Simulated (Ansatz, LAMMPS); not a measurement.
## Amorphous La2O3 (95 atoms): a reference run and its variants

Density of this cell: 6.02 g/cm³. The cell holds 95 atoms: 38 La and 57 O. Its edges and angles: a = 11.951 Å, b = 11.951 Å, c = 11.951 Å, α = 90.0°, β = 90.0°, γ = 90.0°. 95 atoms (38 Nd, 57 O) placed at random at 6.66 g/cm³, melted at 5000 K for 10 ps at fixed volume with the Morse and Coulomb pair potential with partial charges (Pedone, Malavasi, Menziani, Cormack and Segre, J. Phys. Chem. B 110, 11780 (2006)). Quenched from 5000 K to 300 K at 20 K/ps and fixed volume, held 5 ps, then minimised at fixed cell. Then Nd was replaced by La and the cell scaled by 1.023 (the potential has no terms for the new elements, so the cell is a start for a DFT relaxation).

Geometry: as built.

Reference run: Kohn-Sham DFT, PBE, PAW (set soft_2), plane waves (Ansatz 0.2.0), cutoff 420 eV, Γ point, gaussian smearing of 0.025 eV.

| Item | Value |
| --- | --- |
| r.m.s. force component | 0.2614 eV/Å |
| pressure | -1.299 GPa |
| gap (highest filled to lowest empty level) | 3.311 eV |
| SCF cycles | 10 |
| time | 42 s on 4 threads of Arm Neoverse V2, shared host |

**Question.** The same geometry is run again with each of these changes. How far do the results move, and how long does each run take?
- support functions medium
- support functions low
- support functions medium, radius 3.83 Å
- support functions medium, radius 4.14 Å

Each row is set against the plane-wave reference (Kohn-Sham DFT, PBE, PAW (set soft_2), plane waves; r.m.s. force component 0.261 eV/Å). Energies are set beside the reference only for runs with its functional, potentials and electron count. Times are for 4 threads of Arm Neoverse V2, shared host. The reference's time includes the DOS, ELF, the stress and grids, which some other runs skip.

| run | Δ force, r.m.s. (meV/Å) | share of r.m.s. force (%) | Δ energy (meV/atom) | Δ gap (eV) | cycles | time | host memory (GiB) |
| --- | --- | --- | --- | --- | --- | --- | --- |
| reference | - | - | - | - | 10 | 42 s | 2.7 |
| support functions medium | 0.402 | 0.154 | -4.32 | -2.0e-4 | 13 | 3.6 min | 6.7 |
| support functions low | 0.465 | 0.178 | -4.32 | -5.0e-4 | 11 | 3.3 min | 6.7 |
| support functions medium, radius 3.83 Å | 0.425 | 0.163 | -4.32 | -2.0e-4 | 13 | 3.3 min | 6.4 |
| support functions medium, radius 4.14 Å | 0.384 | 0.147 | -4.32 | -1.0e-4 | 13 | 4.3 min | 6.6 |

Among numerical settings the force difference runs from 0.38 meV/Å (support functions medium, radius 4.14 Å) to 0.47 meV/Å (support functions low). At 95 atoms the fastest of the runs at a preset level, support functions low, takes roughly 4.7 times the time of plane waves (whose run also made extra analyses, so the like-for-like ratio is larger), in 11 SCF cycles against 10. Differences between support functions and plane waves include what basis error the plane-wave run still has. The force difference hardly changes among these support-function runs, which points to the basis of the plane-wave reference as its main source. 

[Hosts, paths, dates, database ids (printed as entryN), source tags and the programs' standing remarks are cut or masked in the printed files.]
